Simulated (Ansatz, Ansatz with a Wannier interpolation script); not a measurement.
# G0W0 band structure of CdCO3 (Otavite), part 2 of 2

G0W0 gives levels on a mesh alone; what do the bands of CdCO3 (Otavite) look like between the points?

Ansatz 0.2.0; LDA, Wannier functions and G0W0, plane waves, PAW. Known limits of the many-body steps: not at the basis limit; d shell near the gap, gap tends to lie low; no spin-orbit coupling.

So far. Step 2 (LDA bands): The gap is indirect, with the least direct gap 0.94 eV higher. Step 3 (Wannier functions (C:2p Cd:5s O:2p) on 8×8×8): Near the gap the model misses directly solved bands by 0.3 meV r.m.s. and by 2 meV at most in the window tested. This tests the starting bands, not the corrections carried with them.

### 4. G0W0 at every point of the mesh: 4×4×4 mesh, 428 empty bands, screening to 140 eV

G0W0 replaces the xc potential by the self-energy, built once from these orbitals. Only a window of levels is corrected, while the sums run over the empty bands that the input names.

This step: G0W0 on LDA, plane waves, PAW.

Input file input.yaml:

```yaml
crystal:
  lattice:
    - [2.4602, 1.4203971323, 5.4326666667]
    - [-2.4602, 1.4203971323, 5.4326666667]
    - [0.0, -2.8407942645, 5.4326666667]
  atoms:
    - { symbol: Cd, position: [0.0, 0.0, 0.0] }
    - { symbol: Cd, position: [0.5, 0.5, 0.5] }
    - { symbol: C, position: [0.25, 0.25, 0.25] }
    - { symbol: C, position: [0.75, 0.75, 0.75] }
    - { symbol: O, position: [0.5114, 0.9886, 0.25] }
    - { symbol: O, position: [0.25, 0.5114, 0.9886] }
    - { symbol: O, position: [0.9886, 0.25, 0.5114] }
    - { symbol: O, position: [0.4886, 0.0114, 0.75] }
    - { symbol: O, position: [0.75, 0.4886, 0.0114] }
    - { symbol: O, position: [0.0114, 0.75, 0.4886] }
kpoints:
  mp_grid: { grid: [4, 4, 4] }
hamiltonian:
  xc: lda
scf:
  occupations: { method: fixed }
gw:
  n_empty_bands: 428
  ecut_chi: 140.0
  qp_bands: [v10, c4]
  screening: { model: contour_deformation }
```

Command:

```
> ansatz run input.yaml --threads 12 --pin off --max-ram 22118MiB --backend cpu --events-out ev --progress --plain --runs-dir out
```

Numbers of over 12 decimals in the logs are rounded to 6 here.

Log:

```text
[...]
Crystal: 10 atoms, lattice volume = 113.905 Å³
Basis set: ecut = 420 eV, 2221 PW (Γ)
Bands: 52, of which v1, the nominal top of the filled ones, is band 42 counted from 1 (41 counted from 0)
Symmetry: 12 space group operations
[...]
k-points: 13 of 64
[...]
SCF iter   1: F=—  HF=-20051.991975 eV  |F-HF|=—  |Δ(HF+E_count)|=         —  Δρ=1.64e-2  dr2=2.55e-1  ethr=1.77e-3  ⟨swp⟩=5.1  Hψ=2330  notcnv=0  defer=102
[...]
SCF iter   7: F=-20051.910713 eV  HF=-20051.910713 eV  |F-HF|=5.80e-9  |Δ(HF+E_count)|=   5.48e-7  Δρ=5.29e-6  dr2=3.70e-8  ethr=1.19e-10  ⟨swp⟩=11.0  Hψ=2485  notcnv=0
SCF 1 converged in 7 iterations: F = -20051.910713 eV  dr2 = 3.70e-8
[...]
G₀W₀ screening: q 1/13
[... further progress lines ...]
[...]
SCF converged after 7 iterations
Free energy (F): -20051.910713 eV
[...]
Internal energy: -20051.910713 eV  (E = F + TS)
E sigma→0 (E₀):  -20051.910713 eV
Fermi energy:    6.999818 eV
[...]
--- Band table (eV; the first three rows and the last of 13) ---
  k-point 0: bands = [... 38 lower, 5.6618, 5.6618, 6.0620, 6.0620, 9.7526, 11.1195, 11.8772, 14.7485, ... 6 higher]
  k-point 1: bands = [... 38 lower, 5.6032, 5.6665, 5.9497, 6.4977, 10.6941, 11.2793, 12.1533, 14.2889, ... 6 higher]
  k-point 2: bands = [... 38 lower, 5.6763, 5.6763, 6.6229, 6.6229, 11.7865, 11.7865, 12.5218, 12.5218, ... 6 higher]
  k-point 12: bands = [... 38 lower, 5.4388, 5.4388, 5.4388, 5.4388, 10.3548, 10.3548, 12.9519, 12.9519, ... 6 higher]
--- G₀W₀: contour deformation, 7 samples at zero and on the imaginary axis and 3 off it, 64 q-points, 428 empty bands' worth ---
  eigenvalues of the whole cell's RPA ε∞ on this k-mesh (on a slab, of 1 + 4πα/V) = 2.7735, 3.6683, 3.6683; static W/v taken at q = 0 is 0.291556
  bands read: the sum over 470 bands ends inside a degenerate multiplet in 1 slot, whose members it reads at an even weight; the widest, k=12: bands 469 to 472 (counted from 1) at 2/4 each
    ik  band        ε_KS         Σx   Σc(E_QP)       V_xc       Z   E_QP_lin       E_QP  E_QP is
     0    33      4.3349   -25.4611     4.3787   -20.1824  0.7551     3.4199     3.4349  root
     0    34      4.3349   -25.4611     4.3787   -20.1824  0.7551     3.4199     3.4349  root
     0    35      4.8713   -25.0566     4.4821   -19.5731  0.7511     3.8462     3.8699  root
     0    36      5.0678   -26.8993     4.6548   -21.2308  0.7574     4.0366     4.0543  root
     0    37      5.0678   -26.8993     4.6548   -21.2308  0.7574     4.0366     4.0543  root
     0    38      5.6355   -25.9743     4.9039   -20.0527  0.7513     4.5976     4.6178  root
     0    39      5.6618   -26.5425     4.6424   -20.9860  0.7554     4.7346     4.7477  root
     0    40      5.6618   -26.5425     4.6424   -20.9860  0.7554     4.7346     4.7477  root
     0    41      6.0620   -29.6174     4.3119   -24.3884  0.7766     5.1342     5.1448  root
     0    42      6.0620   -29.6174     4.3119   -24.3884  0.7766     5.1342     5.1448  root
     0    43      9.7526   -10.5387    -3.9689   -15.6871  0.8321    10.9426    10.9320  root
     0    44     11.1195   -11.3094    -4.3602   -17.2239  0.8041    12.6988    12.6737  root
     0    45     11.8772   -11.4467    -4.3194   -17.4100  0.7887    13.5549    13.5210  root
     0    46     14.7485    -7.0312    -4.4543   -12.6776  0.8303    15.9511    15.9406  root
[...]
12    42      5.4388   -28.6201     4.6203   -23.0052  0.7683     4.4293     4.4443  root
    12    43     10.3548   -10.0975    -4.2633   -15.7350  0.8224    11.7455    11.7291  root
    12    44     10.3548   -10.0975    -4.2633   -15.7350  0.8224    11.7455    11.7291  root
    12    45     12.9519   -11.6319    -4.5515   -17.7785  0.7874    14.5865    14.5470  root
    12    46     12.9519   -11.6319    -4.5515   -17.7785  0.7874    14.5865    14.5470  root
```

Run time: 9.1 min. Hardware: 12 threads of Arm Neoverse N1, shared host; peak memory 4.3 GiB.

Numbers from this step:

* bands summed: 470
* RPA ε∞ on this mesh (eigenvalues): 2.773, 3.668, 3.668
* plane waves in the screening matrix: 419
* q-points in the mesh: 64
* G0W0 gap on the mesh: 4.852 eV
* k of the valence top: 0, -0.5, -0.5
* k of the conduction bottom: 0, 0, 0
* starting gap on the mesh: 2.753 eV
* Z at the valence top: 0.7686
* Z at the conduction bottom: 0.8321
* least direct G0W0 gap on the computed points: 5.787 eV

The gap on the mesh goes from 2.75 eV to 4.85 eV, a correction of +2.10 eV. Between the two edge states, bare exchange in place of the xc potential would open the gap by 10.77 eV, and correlation takes back 8.67 eV.

### 5. Interpolating the corrections

A script adds the corrections, carried to the Wannier functions and back, to the LDA levels, along the path and on a 13×13×13 mesh.

| Item | Value |
| --- | --- |
| G0W0 gap over the zone | 4.852 eV |
| valence top at | F |
| conduction bottom at | Γ |
| starting gap over the zone | 2.753 eV |
| least direct G0W0 gap | 5.787 eV |
| G0W0 gap on the mesh | 4.852 eV |
| valence width, start | 3.601 eV |
| valence width, G0W0 | 3.676 eV |
| gap by a rigid shift | 4.852 eV |

Levels solved directly plus the interpolated quasiparticle correction. Limits: finite bands, cutoff and mesh; d shell near the gap, gap tends to lie low; no spin-orbit coupling. The quasiparticle bands at the labelled points (eV, zero at the valence-band top of each set):

```tsv
point	band 39	band 40	band 41	band 42	band 43	band 44
Γ	-1.33	-1.33	-0.94	-0.94	4.85	6.59
halfway	-1.47	-1.47	-1.14	-1.14	5.06	6.32
T	-1.64	-1.64	-1.64	-1.64	5.65	5.65
halfway	-1.49	-1.49	-0.89	-0.89	6.46	6.46
H2	-1.56	-1.56	-0.28	-0.28	7.71	7.71
jump to H0	-1.56	-1.56	-0.28	-0.28	7.71	7.71
halfway	-1.61	-1.61	-0.28	-0.28	7.51	7.51
L	-1.33	-1.33	-0.41	-0.41	7.27	7.27
halfway	-1.40	-1.35	-1.06	-0.53	5.89	6.76
Γ	-1.33	-1.33	-0.94	-0.94	4.85	6.59
halfway	-1.45	-1.31	-1.06	-0.30	6.25	6.90
S0	-1.72	-1.47	-0.34	-0.16	7.69	7.92
jump to S2	-1.72	-1.47	-0.34	-0.16	7.69	7.92
halfway	-1.80	-1.22	-0.67	-0.03	7.54	7.90
F	-1.74	-1.09	-0.88	0.00	7.45	7.88
halfway	-1.64	-1.27	-1.25	-0.47	5.95	6.80
Γ	-1.33	-1.33	-0.94	-0.94	4.85	6.59
```

The same for LDA:

```tsv
point	band 39	band 40	band 41	band 42	band 43	band 44
Γ	-1.34	-1.34	-0.94	-0.94	2.75	4.12
T	-1.56	-1.56	-1.56	-1.56	3.35	3.35
H2	-1.58	-1.58	-0.26	-0.26	5.18	5.18
H0	-1.58	-1.58	-0.26	-0.26	5.18	5.18
L	-1.32	-1.32	-0.38	-0.38	4.79	4.79
Γ	-1.34	-1.34	-0.94	-0.94	2.75	4.12
S0	-1.72	-1.50	-0.31	-0.15	5.15	5.44
S2	-1.72	-1.50	-0.31	-0.15	5.15	5.44
F	-1.62	-1.13	-0.84	0.00	4.94	5.26
Γ	-1.34	-1.34	-0.94	-0.94	2.75	4.12
```

Corrections by starting level (eV, on the run's own energy scale, so only their differences matter):

```tsv
start	correction
-3.59	−1.00
-3.03	−0.97
-2.65	−1.02
-2.31	−1.01
-2.12	−1.00
-1.86	−1.00
-1.71	−0.94
-1.54	−0.91
-1.34	−0.91
-1.12	−0.93
-0.50	−0.95
0.00	−0.92
3.35	+1.37
4.74	+1.59
5.15	+1.66
5.83	+1.65
7.29	+1.69
```

### 6. LDA+SOC bands, for comparison

The many-body steps leave out spin-orbit coupling, so its effect is taken from a two-component run, with twice the bands.

This step: DFT, LDA with spin-orbit coupling, plane waves, PAW.

input.yaml, the sections that differ from step 4:

```yaml
kpoints:
  mp_grid: { grid: [4, 4, 4] }
  band_path:
    path:
      - [[0.0, 0.0, 0.0], [0.5, 0.5, 0.5], [0.7877609, 0.2122391, 0.5]]
      - [[0.5, -0.2122391, 0.2122391], [0.5, 0.0, 0.0], [0.0, 0.0, 0.0], [0.35611955, -0.35611955, 0.0]]
      - [[0.64388045, 0.0, 0.35611955], [0.5, 0.0, 0.5], [0.0, 0.0, 0.0]]
    npoints: 10
scf:
  occupations: { method: fermi_dirac, width: 0.02 }
  n_extra_bands: 14
magnetization:
  noncollinear: true
  spin_orbit: true
output:
  eigenvalues: true
# crystal, hamiltonian: as in step 4
# gw: removed
```

Log:

```text
[...]
non-collinear run that drives no moment, with spin-orbit: no starting moment large enough to seed its density (crystal.atoms[].spin), no starting occupations that ask for one, no magnetisation constraint and no magnetic field, so the semilocal B_xc is pinned to zero
Crystal: 10 atoms, lattice volume = 113.905 Å³
Basis set: ecut = 420 eV, 2221 PW (Γ)
Bands: 98, of which v1, the nominal top of the filled ones, is band 84 counted from 1 (83 counted from 0)
Symmetry: 12 space group operations + 12 with time reversal
[...]
k-points: 13 of 64
Projection manifold: j_resolved (fully-relativistic pseudo-atomic orbitals)
[...]
SCF iter   1: F=—  HF=-20062.684701 eV  |F-HF|=—  |Δ(HF+E_count)|=         —  Δρ=1.15e-1  dr2=1.48e1  dr2_m=0.00e0 (ungated)  ethr=3.10e-3  |M|=0.00e0 ∫|m|=0.00e0 μB  |m|>n=0.0e0 m-floor=0.0e0 τ_xc=0.0e0  β_m=0.30  ⟨swp⟩=7.9  Hψ=3182  notcnv=0  defer=8
[...]
spin=Noncollinear: Resta preconditioning applied to the charge; magnetization (m_x, m_y, m_z) channels mix plain (no charge-response kernel on spin).
SCF iter   2: F=—  HF=-20059.154639 eV  |F-HF|=—  |Δ(HF+E_count)|=    3.53e0  Δρ=6.86e-2  dr2=5.71e0  dr2_m=0.00e0 (ungated)  ethr=3.10e-3  |M|=0.00e0 ∫|m|=0.00e0 μB  |m|>n=0.0e0 m-floor=0.0e0 τ_xc=0.0e0  β_m=0.52  ⟨swp⟩=3.0  Hψ=1297  notcnv=0  defer=114
[...]
SCF iter   9: F=-20057.111736 eV  HF=-20057.111736 eV  |F-HF|=1.06e-8  |Δ(HF+E_count)|=   6.28e-7  Δρ=6.28e-6  dr2=3.56e-8  dr2_m=0.00e0 (ungated)  ethr=1.19e-10  |M|=0.00e0 ∫|m|=0.00e0 μB  |m|>n=0.0e0 m-floor=0.0e0 τ_xc=0.0e0  ⟨swp⟩=10.5  Hψ=2963  notcnv=0
SCF 1 converged in 9 iterations: F = -20057.111736 eV  dr2 = 3.56e-8
[...]
SCF converged after 9 iterations
Magnetization: |M| = 0.0000 μB,  M = (+0.0000, +0.0000, +0.0000) μB
Absolute magnetization: 0.0000 μB (∫|m|)
  site 0: m = (+0.0000, +0.0000, +0.0000) μB, |m| = 0.0000 μB  (R = 0.94 Å)
  site 1: m = (+0.0000, +0.0000, +0.0000) μB, |m| = 0.0000 μB  (R = 0.94 Å)
  site 2: m = (+0.0000, +0.0000, +0.0000) μB, |m| = 0.0000 μB  (R = 0.53 Å)
  site 3: m = (+0.0000, +0.0000, +0.0000) μB, |m| = 0.0000 μB  (R = 0.53 Å)
  site 4: m = (+0.0000, +0.0000, +0.0000) μB, |m| = 0.0000 μB  (R = 0.53 Å)
  site 5: m = (+0.0000, +0.0000, +0.0000) μB, |m| = 0.0000 μB  (R = 0.53 Å)
  site 6: m = (+0.0000, +0.0000, +0.0000) μB, |m| = 0.0000 μB  (R = 0.53 Å)
  site 7: m = (+0.0000, +0.0000, +0.0000) μB, |m| = 0.0000 μB  (R = 0.53 Å)
  site 8: m = (+0.0000, +0.0000, +0.0000) μB, |m| = 0.0000 μB  (R = 0.53 Å)
  site 9: m = (+0.0000, +0.0000, +0.0000) μB, |m| = 0.0000 μB  (R = 0.53 Å)
Free energy (F): -20057.111736 eV
[...]
Internal energy: -20057.111736 eV  (E = F + TS)
E sigma→0 (E₀):  -20057.111736 eV
Fermi energy:    8.389571 eV
[...]
--- Band table (eV; the first three rows and the last of 13) ---
  k-point 0: bands = [... 80 lower, 6.0572, 6.0572, 6.0808, 6.0808, 9.7541, 9.7541, 11.1207, 11.1207, ... 10 higher]
  k-point 1: bands = [... 80 lower, 5.9547, 5.9547, 6.5006, 6.5006, 10.6949, 10.6949, 11.2797, 11.2797, ... 10 higher]
  k-point 2: bands = [... 80 lower, 6.6246, 6.6246, 6.6246, 6.6246, 11.7865, 11.7865, 11.7865, 11.7865, ... 10 higher]
  k-point 12: bands = [... 80 lower, 5.4474, 5.4474, 5.4474, 5.4474, 10.3561, 10.3561, 10.3561, 10.3561, ... 10 higher]
```

Elapsed: 33 s, on 12 threads; peak memory 2.4 GiB.

This step gave:

```
filled bands         : 84
gap                  : 2.751 eV
valence top at       : F
conduction bottom at : Γ
least direct gap     : 3.673 eV
```

The gap is that of LDA.

The electronic bands at the labelled points (eV, zero at the top of the highest nominally filled band):

```tsv
point	band 81	band 82	band 83	band 84	band 85	band 86	band 87	band 88
Γ	-0.95	-0.95	-0.92	-0.92	2.75	2.75	4.12	4.12
halfway	-1.13	-1.13	-1.11	-1.11	2.89	2.89	3.89	3.89
T	-1.56	-1.56	-1.56	-1.56	3.35	3.35	3.35	3.35
halfway	-0.85	-0.85	-0.84	-0.84	4.07	4.07	4.07	4.07
H2	-0.26	-0.26	-0.26	-0.26	5.17	5.17	5.17	5.17
jump to H0	-0.26	-0.26	-0.26	-0.26	5.17	5.17	5.17	5.17
halfway	-0.26	-0.26	-0.26	-0.26	5.00	5.00	5.00	5.00
L	-0.38	-0.38	-0.38	-0.38	4.78	4.78	4.78	4.78
halfway	-1.05	-1.05	-0.50	-0.50	3.69	3.69	4.28	4.28
Γ	-0.95	-0.95	-0.92	-0.92	2.75	2.75	4.12	4.12
halfway	-1.03	-1.03	-0.29	-0.29	4.03	4.03	4.41	4.41
S0	-0.31	-0.31	-0.15	-0.15	5.14	5.14	5.43	5.43
jump to S2	-0.31	-0.31	-0.15	-0.15	5.14	5.14	5.43	5.43
halfway	-0.64	-0.64	-0.03	-0.03	5.00	5.00	5.34	5.34
F	-0.84	-0.84	0.00	0.00	4.94	4.94	5.26	5.26
halfway	-1.20	-1.20	-0.45	-0.45	3.73	3.73	4.31	4.31
Γ	-0.95	-0.95	-0.92	-0.92	2.75	2.75	4.12	4.12
```

### 7. What came out

| Quantity | Value |
| --- | --- |
| LDA gap | 2.75 eV |
| G0W0 gap over the zone | 4.85 eV, indirect |
| least direct G0W0 gap, in the model | 5.79 eV |
| with the spin-orbit change | 4.85 eV |
| GW settings | 4×4×4 mesh, 428 empty bands, screening to 140 eV |
| known limits | not at the basis limit; d shell near the gap, gap tends to lie low; no spin-orbit coupling |

**Reading.** The Wannier model follows the LDA bands to under 1 meV r.m.s. near the gap. The G0W0 gap over the zone is 4.85 eV, indirect, from F to Γ; on the mesh alone it is 4.85 eV, nearly the same. The valence width in the model goes from 3.60 eV to 3.68 eV. LDA+SOC gives a gap of 2.75 eV on the same path, a spin-orbit change of −0.001 eV that would bring the G0W0 gap to 4.85 eV. Bands and cutoff are finite, so the gap is not at the basis limit. The miss can reach some tenths of an eV and take either sign; the mesh is an error of its own. Above the frozen window of the model the interpolated levels need not meet the computed ones, even at points of the mesh. A d shell, filled or nearly so, lies near the gap. One-shot GW converges very slowly in bands there, not always from below, and on a semilocal start the gap tends to come out low; starts rich in exact exchange can overshoot instead.

[Paths, hosts, dates, memory and timing lines, banners, echoed tables and standing remarks are left out of the program output.]

[Logs are printed without paths, hosts, clocks, repeated set-up lines and the standing remarks that a program may print on its own settings, such as how far it seeks lower states.]

[Runs of the session that timed out or met a known fault of the program may be left out.]

[Hosts, paths, dates, database ids (printed as entryN), source tags and the programs' standing remarks are cut or masked in the printed files.]
